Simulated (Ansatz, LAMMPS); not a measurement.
# Amorphous 50SiO2-50GeO2 (mol %) (96 atoms) under strain: runs compared

How stiff is amorphous 50SiO2-50GeO2 (mol %) (96 atoms), and how do its levels respond to strain?

Computed with Ansatz 0.2.0: Kohn-Sham DFT, PBE, PAW (set soft_2), plane waves.

### 1. The cell as built

The cell holds 96 atoms: 16 Si, 16 Ge and 64 O. Its edges and angles: a = 11.415 Å, b = 11.415 Å, c = 11.415 Å, α = 90.0°, β = 90.0°, γ = 90.0°. 96 atoms (16 Si, 16 Ge, 64 O) placed at random at 2.94 g/cm³, melted at 5000 K for 10 ps at fixed volume with the Morse and Coulomb pair potential with partial charges (Pedone, Malavasi, Menziani, Cormack and Segre, J. Phys. Chem. B 110, 11780 (2006)). Quenched from 5000 K to 300 K at 50 K/ps and fixed volume, held 5 ps, then minimised at fixed cell.

Limits known from the start: The quench rate of 50 K/ps far exceeds what a furnace or splat quench reaches, so expect more defects and frozen-in strain than in a real sample. The starting topology of bonds comes from the classical model, and needn't be the one that DFT or experiment would give. Only the Γ point is sampled.

### 2. The reference run

The reference is a single point at the end of the relaxation.

Every strained cell starts from the geometry of this run, and its atoms are relaxed with the cell held.

Its input, with most atom lines left out:

```yaml
crystal:
  lattice:
    - [10.97886, -0.15595, -0.0971]
    - [-0.15595, 11.0758, -0.14614]
    - [-0.0971, -0.14614, 11.50087]
  atoms:
    - { symbol: Si, position: [0.49539, 0.23534, 0.64042] }
    - { symbol: Si, position: [0.45469, 0.15463, 0.89404] }
    - { symbol: Si, position: [0.82764, 0.1186, 0.68593] }
    - { symbol: Si, position: [0.22315, 0.96265, 0.22159] }
    - { symbol: Si, position: [0.71903, 0.88687, 0.73157] }
    - { symbol: Si, position: [0.1036, 0.84214, 0.43714] }
    - { symbol: Si, position: [0.45887, 0.61061, 0.37785] }
    [... atom lines 8 to 96 left out ...]
kpoints:
  mp_grid: { grid: [1, 1, 1] }
hamiltonian:
  xc: pbe
scf:
  occupations: { method: fixed }
output:
  forces: true
  stress: true
  populations: true
  dos:
    method: { smearing: { sigma: 0.1 } }
    de: 0.1
    projected: { site_lists: { Ge: [Ge], O: [O], Si: [Si] } }
  eigenvalues: true
  write_density: true
  write_potential: true
  volumetric_format: npy
  elf: true
```

```
free energy per atom   : -1200.5441 eV/atom
r.m.s. force component : 0.00335 eV/Å
pressure               : -0.02208 GPa
```

Filled and empty levels are parted by 3.32 eV (at Γ alone); a semilocal functional tends to put such gaps too low. In a disordered cell it changes from sample to sample, and tail or defect levels can set it.

### 3. The runs

Each row is one run, on 4 threads of Arm Neoverse V1, shared host. The free energy is the program's total, comparable only between runs with the same functional, potentials and atoms.

```tsv
run	atoms	outcome	ionic steps, all passes	free energy (eV)	time	host memory (GiB)
Single point at the start	96	converged	-	-115244.814	16 s	1.9
Cell and atoms relaxed	96	converged	14	-115252.238	3.8 min	1.9
Single point at the relaxed geometry	96	converged	-	-115252.238	30 s	1.9
Volume -3 %	96	converged	5	-115252.049	1.7 min	1.9
Volume +3 %	96	converged	7	-115252.046	2.4 min	2.0
Volume -6 %	96	converged	6	-115251.485	2.1 min	1.8
Volume +6 %	96	converged	7	-115251.515	2.4 min	2.0
Volume -10 %	96	converged	8	-115250.077	2.8 min	1.7
Stretched by 1 % along x	96	converged	4	-115252.190	89 s	1.9
Compressed by 1 % along x	96	converged	5	-115252.199	1.8 min	1.9
Sheared by 2 % in xy	96	converged	5	-115252.180	1.8 min	1.9
```

In some runs the program notes that the exchange-correlation potential is rough where the density is thin and the SCF threshold is loose for the stress.

### 4. Pressure against volume

Atoms are relaxed at each volume, in the scaled cell.

```tsv
volume change (%)	volume (Å³/atom)	energy change (meV/atom)	pressure (GPa)	largest move on relaxing (Å)	bonds	gap (eV)
-10	13.105	22.52	5.24	0.55	128	3.61
-6	13.688	7.84	2.96	0.37	128	3.52
-3	14.124	1.97	1.40	0.23	128	3.44
+0	14.561	0.00	-0.02	-	128	3.32
+3	14.998	2.00	-1.39	0.13	128	3.22
+6	15.435	7.54	-2.68	0.21	128	3.12
```

### 5. Uniaxial strain and shear

Stress (GPa, compression positive) less that of the relaxed cell, atoms relaxed:

```tsv
strain	xx	yy	zz	xy	energy change (meV/atom)
stretched by 1 % along x	-0.894	-0.304	-0.201	-0.054	0.51
compressed by 1 % along x	0.849	0.265	0.175	-0.010	0.41
sheared by 2 % in xy	-0.135	-0.069	0.032	-0.636	0.61
```

### 6. Outcome

The bulk modulus, from the slope of pressure against ln V over the three points nearest the relaxed volume, is 46.6 GPa; a quadratic over all points gives a pressure derivative of about 1.3. At -10 % some atom moved by over 0.5 Å on relaxing, so that point may sit in another local minimum. The gap goes from 3.61 eV at the smallest volume to 3.12 eV at the largest, -3.1 eV per unit of ln V by a straight line, on the run's k-points. In the Cartesian axes of the cell, finite differences give C11 = 87.1, C12 = 28.4, C13 = 18.8 and C66 = 31.8 GPa (the shear of 2 % is the engineering strain, εxy = 0.01). The mean of C11, C12 and C13, which equals the bulk modulus in a cubic or isotropic solid, is 44.8 GPa: it agrees with the bulk modulus within 10 %. For an isotropic solid C66 would equal (C11 − C12)/2 = 29.4 GPa; so small a sample needn't be isotropic, and C66 rests on one shear. With the bulk modulus and C66 as K and G, Young's modulus would be about 78 GPa and Poisson's ratio 0.22.

**Limits.** Strains are finite and relaxations stop at the force tolerance of the input, which can leave moduli too stiff; they are those of a static cell at zero temperature. Volumes are changed with the cell's shape held, so in an anisotropic solid the modulus lies over the one under free hydrostatic load. The program notes that the SCF threshold of the relaxations is loose for the stress.

The DFT runs together took 21 min of wall time.

[Logs are printed without paths, hosts, clocks, repeated set-up lines and the standing remarks that a program may print on its own settings, such as how far it seeks lower states.]

[Hosts, paths, dates, database ids (printed as entryN), source tags and the programs' standing remarks are cut or masked in the printed files.]
